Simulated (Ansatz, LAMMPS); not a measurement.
# Relaxing amorphous 25SiO2-75GeO2 (mol %) (96 atoms), part 3 of 4

Wanted: the relaxed structure of amorphous 25SiO2-75GeO2 (mol %) (96 atoms) and its electronic structure.

Ansatz 0.2.0; Kohn-Sham DFT, PBE, PAW (set soft_2), plane waves.

The cell: 8 Si, 24 Ge and 64 O. The quench rate of 50 K/ps is many orders above laboratory rates. The network of bonds at the start is that of the classical potential that made the cell. The Brillouin zone is sampled at Γ only, in a cell whose shortest periodic width is 11 Å.

So far. Step 4 (Cell and atoms relaxed): The relaxation changed the energy by -100 meV/atom, and atoms moved by 0.38 Å r.m.s., 0.86 Å at most.

**6. Single point at the relaxed geometry**

The electronic structure is read at the final geometry, in a run of its own.

File input.yaml:

```yaml
crystal:
  lattice:
    - [11.61729, -0.66005, -0.32608]
    - [-0.66005, 10.87816, -0.13732]
    - [-0.32608, -0.13732, 11.54514]
  atoms:
    - { symbol: Si, position: [0.7237, 0.8428, 0.71985] }
    - { symbol: Si, position: [0.11283, 0.71238, 0.23845] }
    - { symbol: Si, position: [0.62259, 0.17329, 0.20611] }
    - { symbol: Si, position: [0.51198, 0.6275, 0.24371] }
    - { symbol: Si, position: [0.32674, 0.72183, 0.85578] }
    - { symbol: Si, position: [0.39271, 0.8867, 0.47668] }
    - { symbol: Si, position: [0.53544, 0.62672, 0.74991] }
    - { symbol: Si, position: [0.61915, 0.29347, 0.46214] }
    - { symbol: Ge, position: [0.31023, 0.93323, 0.22357] }
    - { symbol: Ge, position: [0.35855, 0.20675, 0.17761] }
    - { symbol: Ge, position: [0.82488, 0.46328, 0.39526] }
    - { symbol: Ge, position: [0.25139, 0.29559, 0.94304] }
    - { symbol: Ge, position: [0.92066, 0.00881, 0.49743] }
    - { symbol: Ge, position: [0.86714, 0.20504, 0.06807] }
    - { symbol: Ge, position: [0.04893, 0.13426, 0.75207] }
    - { symbol: Ge, position: [0.89815, 0.73151, 0.55235] }
    - { symbol: Ge, position: [0.7143, 0.52209, 0.12509] }
    - { symbol: Ge, position: [0.4819, 0.50449, 0.48584] }
    - { symbol: Ge, position: [0.23836, 0.63019, 0.48686] }
    - { symbol: Ge, position: [0.68658, 0.42472, 0.86098] }
    - { symbol: Ge, position: [0.09105, 0.6151, 0.71969] }
    - { symbol: Ge, position: [0.87943, 0.78026, 0.13118] }
    - { symbol: Ge, position: [0.29297, 0.11456, 0.60492] }
    - { symbol: Ge, position: [0.64476, 0.89062, 0.16105] }
    - { symbol: Ge, position: [0.91045, 0.95401, 0.92238] }
    - { symbol: Ge, position: [0.65727, 0.03067, 0.55038] }
    - { symbol: Ge, position: [0.94722, 0.36722, 0.83461] }
    - { symbol: Ge, position: [0.26108, 0.3292, 0.39531] }
    - { symbol: Ge, position: [0.27405, 0.57771, 0.09075] }
    - { symbol: Ge, position: [0.99003, 0.2446, 0.33385] }
    - { symbol: Ge, position: [0.46234, 0.94837, 0.97105] }
    - { symbol: Ge, position: [0.47232, 0.20674, 0.81925] }
    - { symbol: O, position: [0.89298, 0.32697, 0.40728] }
    - { symbol: O, position: [0.63377, 0.18753, 0.55576] }
    - { symbol: O, position: [0.26016, 0.42861, 0.03494] }
    - { symbol: O, position: [0.94229, 0.24406, 0.73083] }
    - { symbol: O, position: [0.38171, 0.86164, 0.33629] }
    - { symbol: O, position: [0.37622, 0.31253, 0.85979] }
    - { symbol: O, position: [0.96407, 0.85445, 0.0268] }
    - { symbol: O, position: [0.30128, 0.98057, 0.517] }
    - { symbol: O, position: [0.60836, 0.28914, 0.79815] }
    - { symbol: O, position: [0.83069, 0.06459, 0.98788] }
    - { symbol: O, position: [0.98442, 0.70947, 0.67922] }
    - { symbol: O, position: [0.92286, 0.32917, 0.98353] }
    - { symbol: O, position: [0.37246, 0.60662, 0.21382] }
    - { symbol: O, position: [0.49104, 0.34426, 0.47444] }
    - { symbol: O, position: [0.81302, 0.85162, 0.83327] }
    - { symbol: O, position: [0.0353, 0.02699, 0.86745] }
    - { symbol: O, position: [0.5278, 0.93224, 0.51217] }
    - { symbol: O, position: [0.94864, 0.85387, 0.46312] }
    - { symbol: O, position: [0.96228, 0.02784, 0.6438] }
    - { symbol: O, position: [0.77075, 0.01837, 0.45614] }
    - { symbol: O, position: [0.40295, 0.63026, 0.78709] }
    - { symbol: O, position: [0.12119, 0.26851, 0.86043] }
    - { symbol: O, position: [0.6346, 0.24029, 0.33378] }
    - { symbol: O, position: [0.32571, 0.68715, 0.99216] }
    - { symbol: O, position: [0.57136, 0.76697, 0.23048] }
    - { symbol: O, position: [0.73626, 0.21641, 0.13711] }
    - { symbol: O, position: [0.11985, 0.35028, 0.34868] }
    - { symbol: O, position: [0.42986, 0.13694, 0.68102] }
    - { symbol: O, position: [0.05555, 0.49718, 0.8168] }
    - { symbol: O, position: [0.97297, 0.20415, 0.18472] }
    - { symbol: O, position: [0.80211, 0.48135, 0.24474] }
    - { symbol: O, position: [0.77626, 0.66173, 0.06803] }
    - { symbol: O, position: [0.19018, 0.10375, 0.70789] }
    - { symbol: O, position: [0.17218, 0.85026, 0.20779] }
    - { symbol: O, position: [0.82013, 0.44313, 0.79623] }
    - { symbol: O, position: [0.60505, 0.02481, 0.228] }
    - { symbol: O, position: [0.3872, 0.86499, 0.85317] }
    - { symbol: O, position: [0.57127, 0.5284, 0.16587] }
    - { symbol: O, position: [0.97304, 0.71806, 0.23308] }
    - { symbol: O, position: [0.26823, 0.18288, 0.05032] }
    - { symbol: O, position: [0.76689, 0.76772, 0.60741] }
    - { symbol: O, position: [0.34466, 0.33577, 0.27245] }
    - { symbol: O, position: [0.79474, 0.8885, 0.19276] }
    - { symbol: O, position: [0.50482, 0.21721, 0.14304] }
    - { symbol: O, position: [0.52801, 0.55376, 0.6242] }
    - { symbol: O, position: [0.53836, 0.60402, 0.38315] }
    [... 12 atom lines left out ...]
    - { symbol: O, position: [0.59251, 0.88556, 0.01331] }
    - { symbol: O, position: [0.15139, 0.66972, 0.36973] }
    - { symbol: O, position: [0.25835, 0.2394, 0.51733] }
    - { symbol: O, position: [0.37371, 0.94607, 0.09037] }
    - { symbol: O, position: [0.1981, 0.71847, 0.79435] }
    - { symbol: O, position: [0.15452, 0.55933, 0.59302] }
kpoints:
  mp_grid: { grid: [1, 1, 1] }
hamiltonian:
  xc: pbe
scf:
  occupations: { method: fermi_dirac, width: 0.025 }
output:
  forces: true
  stress: true
  populations: true
  dos:
    method: { smearing: { sigma: 0.08 } }
    de: 0.05
    projected: { site_lists: { Ge: [Ge], O: [O], Si: [Si] } }
  eigenvalues: true
  write_density: true
  write_potential: true
  volumetric_format: npy
```

Run with:

```console
> ansatz run input.yaml --threads 4 --pin off --max-ram 8192MiB --backend cpu --events-out ev --progress --plain --runs-dir out
```

Numbers of over 12 decimals in the logs are rounded to 6 here.

Log:

```text
[...]
Crystal: 96 atoms, lattice volume = 1452.549 Å³
Basis set: ecut = 420 eV, 28405 PW (Γ), exchange–correlation on 160×150×160 points (8 copies of the dense FFT grid, shifted against one another)
Bands: 472, of which v1, the nominal top of the filled ones, is band 376 counted from 1 (375 counted from 0)
Symmetry: 1 space group operations
[...]
k-points: 1
[...]
SCF iter   1: F=—  HF=-144498.230916 eV  |F-HF|=—  |Δ(HF+E_count)|=         —  Δρ=2.40e-3  dr2=1.14e-1  ethr=1.77e-3  ⟨swp⟩=5.0  Hψ=1889  notcnv=0  defer=64
[...]
SCF iter   9: F=-144498.226022 eV  HF=-144498.226022 eV  |F-HF|=1.17e-8  |Δ(HF+E_count)|=   1.32e-7  Δρ=2.15e-6  dr2=6.46e-8  ethr=1.33e-11  ⟨swp⟩=15.0  Hψ=3791  notcnv=0
SCF 1 converged in 9 iterations: F = -144498.226022 eV  dr2 = 6.46e-8
[...]
SCF converged after 9 iterations
Free energy (F): -144498.226022 eV
[...]
Internal energy: -144498.226022 eV  (E = F + TS)
E sigma→0 (E₀):  -144498.226022 eV
Fermi energy:    4.140527 eV
[...]
--- Forces (eV/Å), atoms counted from 1 ---
  atom   1  Si     0.00069144     0.00211528    -0.00636361
  atom   2  Si    -0.01508223    -0.00045125     0.00280026
  atom   3  Si    -0.00190966    -0.00283412    -0.00800313
  atom   4  Si    -0.00719695     0.00378552     0.01058689
  atom   5  Si     0.00126088     0.00565938     0.01045056
  atom   6  Si     0.00787001    -0.01216511     0.01376252
  atom   7  Si     0.00206081     0.00384921    -0.00358104
  atom   8  Si     0.00498615    -0.00271608    -0.00509392
  atom   9  Ge    -0.01029474     0.01488038    -0.00340837
  atom  10  Ge    -0.00232467    -0.00217077     0.00085521
  atom  11  Ge     0.00113280     0.00401794    -0.00158531
  atom  12  Ge    -0.00597317    -0.00832320    -0.00203088
  atom  13  Ge     0.00095693    -0.00368821     0.00022705
  atom  14  Ge    -0.00686047    -0.00787077    -0.00243843
[...]
atom  95  O      0.00099538    -0.00120153     0.00268620
  atom  96  O      0.00472636    -0.00011596    -0.01098659
  max |Σ_I F_I| component: 2.16e-4 eV/Å
--- Stress (GPa, compression-positive) ---
        0.016233      -0.000350      -0.006534
       -0.000350       0.009308       0.001042
       -0.006534       0.001042       0.007611
  P = ⅓ Tr σ = 0.0111 GPa (0.111 kbar)
--- Band table (eV) ---
[...]
--- Löwdin populations: 96 sites ---
  site symbol       q [e]
     0     Si      2.2424
     1     Si      2.2405
     2     Si      2.2530
[...]
95      O      6.7272
  spilling = 0.006693 (of n_electrons = 752.000000)
```

Run time: 28 s. Hardware: 4 threads of Arm Neoverse V2, shared host; peak memory 2.1 GiB.

Numbers from this run:

```
free energy                                      : -144498.2260 eV
free energy per atom                             : -1505.1899 eV/atom
SCF cycles                                       : 9
pressure                                         : 0.01105 GPa
r.m.s. force component                           : 0.00519 eV/Å
longest force                                    : 0.02106 eV/Å
Fermi energy                                     : 4.141 eV
gap (highest filled to lowest empty level) : 2.599 eV
spilling of the projection                       : 0.006693
```

Löwdin charges by element and coordination (they lack the spilled electrons, 0.052 e an atom on average):

| element | coordination | atoms | mean charge (e) | spread | least | most |
| --- | --- | --- | --- | --- | --- | --- |
| Ge | all | 24 | 1.61 | 0.0212 | 1.56 | 1.65 |
| Ge | 4 | 23 | 1.61 | 0.0188 | 1.57 | 1.65 |
| Ge | 5 | 1 | 1.56 | 0 | 1.56 | 1.56 |
| O | all | 64 | -0.744 | 0.0205 | -0.799 | -0.686 |
| O | 2 | 63 | -0.745 | 0.0193 | -0.799 | -0.710 |
| O | 3 | 1 | -0.686 | 0 | -0.686 | -0.686 |
| Si | all | 8 | 1.76 | 0.0125 | 1.75 | 1.79 |

Charge against the make-up of the first shell:

| Ge neighbours of O | atoms | mean charge (e) |
| --- | --- | --- |
| 0 | 3 | -0.79 |
| 1 | 26 | -0.756 |
| 2 | 34 | -0.732 |
| 3 | 1 | -0.686 |

Density of states as counts of states in windows of 1 eV (from the Fermi level), total and the larger projections:

| from (eV) | to (eV) | total | O p | Ge p | Ge s |
| --- | --- | --- | --- | --- | --- |
| -10 | -9 | 13.5 | 8.0 | 0.5 | 3.2 |
| -9 | -8 | 19.1 | 12.1 | 1.4 | 3.1 |
| -8 | -7 | 16.8 | 11.6 | 1.8 | 1.3 |
| -7 | -6 | 45.3 | 33.8 | 7.8 | 0.3 |
| -6 | -5 | 24.5 | 18.7 | 4.0 | 0.2 |
| -5 | -4 | 45.3 | 37.4 | 3.2 | 0.3 |
| -4 | -3 | 75.6 | 68.5 | 2.6 | 0.3 |
| -3 | -2 | 106.4 | 102.1 | 1.5 | 0.2 |
| -2 | -1 | 20.8 | 20.2 | 0.2 | 0.0 |
| -1 | 1 | 0.0 | 0.0 | 0.0 | 0.0 |
| 1 | 2 | 2.0 | 0.4 | 0.0 | 1.0 |
| 2 | 3 | 7.9 | 2.1 | 0.7 | 3.5 |
| 3 | 4 | 14.8 | 3.8 | 1.5 | 6.3 |
| 4 | 5 | 15.5 | 4.0 | 2.9 | 5.4 |

Between -26 and -10 eV lie 377 more states.

The levels nearest the highest filled one (over half full), pooled over k-points and spins:

| level less the highest filled one (eV) | occupation |
| --- | --- |
| -0.552 | 2 |
| -0.508 | 2 |
| -0.452 | 2 |
| -0.380 | 2 |
| -0.0848 | 2 |
| 0 | 2 |
| 2.60 | 0 |
| 3.68 | 0 |
| 3.92 | 0 |
| 4.05 | 0 |
| 4.21 | 0 |
| 4.49 | 0 |

Valence density in the ac plane at fractional y = 0.615, with atoms of Si and Ge and O within 0.2 Å of it. It is the smooth field of the valence electrons, not physical close to the nuclei.

Ten steps, logarithmic in the rise over the least value, from '0' (0 e/Å³) to '9' (36 e/Å³), each cell a mean:
```
000000001122100000000000000000000
000000000111000000000000000000000
000000000000000000012110000000000
000000000001232110123210000000000
001111100012565311122210000000000
125641100012454310011000000000000
148962100001222111110000000000001
125642100000000112210000000000011
111222210000000123320000000000001
000133321000000012210000000000000
000123222100000011100000000011110
000011478410000000000000000124421
000001488510000011110000000145541
000012233210000124431000000135431
000233211000000146642000000011110
000233210000000135531000000000000
000111100000111122210000000000000
000010000013442100110000000000000
000122100125653200111000000000000
001355311124542111211000000000000
002466422332211001111001121100000
001344325642100000000001343200000
000011113432100000000001343200000
000000001222100000000000122100000
```
Columns run along a (11.6 Å), rows up along c (11.6 Å). Atoms in or near the plane, at fractional coordinates: Si at (0.51, 0.24), Si at (0.54, 0.75), Ge at (0.24, 0.49), Ge at (0.09, 0.72), O at (0.37, 0.21), O at (0.40, 0.79), O at (0.54, 0.38), O at (0.14, 0.14), O at (0.90, 0.46).

Electrostatic potential energy in the ac plane at fractional y = 0.615, with atoms of Si and Ge and O within 0.2 Å of it. With pseudopotentials it is smooth inside the atoms' cores, unlike the true potential.

Values in eV, 13 rows by 16 columns, each cell a mean:
```
 10  10   9   8   6   5   9  10  10  10  10  10  10  10  10  10
  9   9   9   8   4   4   5   8   6   4   6  10  10  10  10  10
  1 -10  -3   6   6  -3 -33 -15 -25 -16   4   9  10  10  10   9
-15 -36 -22   5   9   7  -5 -11 -35 -21   5   9  10  10  10   7
 -2 -13  -8   5   8   9   9   5  -6   3   9  10  10   8   8   7
  8   7  -6 -10  -7   4   7   6   4   8  10  10   9   6   4   7
 10   8  -4 -33 -30  -2   5   3   3   7  10   9   8   0 -27  -2
 10   8  -4 -13 -10   4   7   3 -23  -9   9   9   8   3 -12   5
  9   6  -4   6   8   9   8   0 -24  -6   8   9   8   9  10  10
  6   1   4   8   8  -5 -15 -24 -37 -11   6   7   8   9  10  10
  7  -5 -22  -1  -2 -19 -22 -11 -20  -1   5   2   4   8   9  10
 10  -2 -23 -14 -30 -16   5   7   7   8   5  -3 -12   5   9   9
 10  10   8  -2 -15  -4   7   9  10   9   8   4  -7   8  10  10
```
Columns run along a (11.6 Å; values clipped at the 3rd and 97th percentile), rows up along c (11.6 Å). Atoms in or near the plane, at fractional coordinates: Si at (0.51, 0.24), Si at (0.54, 0.75), Ge at (0.24, 0.49), Ge at (0.09, 0.72), O at (0.37, 0.21), O at (0.40, 0.79), O at (0.54, 0.38), O at (0.14, 0.14), O at (0.90, 0.46).

Mean Löwdin charges: Ge +1.61, O -0.74, Si +1.76 e (they miss 0.67 % of the electrons, so they add up to more than the cell's charge). The charge on O changes by +0.028 e for each Ge neighbour that takes the place of another kind, on average. The largest share in the top eV of filled states is O p (98 % of the projected weight), and in the lowest eV of empty states Ge s (50 % of the projected weight).

Local excerpt of 14 atoms (numbers count through the whole input) about Ge15, which has 5 bonded neighbours where the commonest count for Ge is 4; x, y, z are measured from there.

| atom | x | y | z | distance (Å) | bonds | Löwdin charge (e) |
| --- | --- | --- | --- | --- | --- | --- |
| Ge15 | 0.00 | 0.00 | 0.00 | 0.00 | 5 | 1.56 |
| O48 | -0.13 | -1.17 | 1.35 | 1.79 | 2 | -0.72 |
| O65 | 1.68 | -0.42 | -0.55 | 1.81 | 2 | -0.74 |
| O36 | -1.30 | 1.27 | -0.23 | 1.83 | 2 | -0.71 |
| O51 | -0.90 | -1.09 | -1.21 | 1.86 | 2 | -0.75 |
| O54 | 0.72 | 1.40 | 1.21 | 1.98 | 2 | -0.73 |
| Ge27 | -1.36 | 2.59 | 0.95 | 3.08 | 4 | 1.57 |
| Ge25 | -1.55 | -1.89 | 2.04 | 3.18 | 4 | 1.61 |
| Ge13 | -1.32 | -1.25 | -2.88 | 3.41 | 4 | 1.57 |
| Ge23 | 2.90 | -0.36 | -1.78 | 3.42 | 4 | 1.62 |
| Ge12 | 2.18 | 1.60 | 2.12 | 3.43 | 4 | 1.60 |
| O44 | -1.67 | 2.17 | 2.69 | 3.84 | 2 | -0.73 |
| O93 | 2.44 | 1.04 | -2.79 | 3.85 | 2 | -0.73 |
| O42 | -2.57 | -0.65 | 2.80 | 3.86 | 2 | -0.74 |

The column of bonds counts only the pairs O-Ge within 2.23 Å, O-Si within 2.08 Å; other neighbours, such as metal atoms beside each other in a compound, aren't counted, and periodic images can show an atom twice.

(Part 3 of 4 ends here.)

[Logs are printed without paths, hosts, clocks, repeated set-up lines and the standing remarks that a program may print on its own settings, such as how far it seeks lower states.]

[Hosts, paths, dates, database ids (printed as entryN), source tags and the programs' standing remarks are cut or masked in the printed files.]
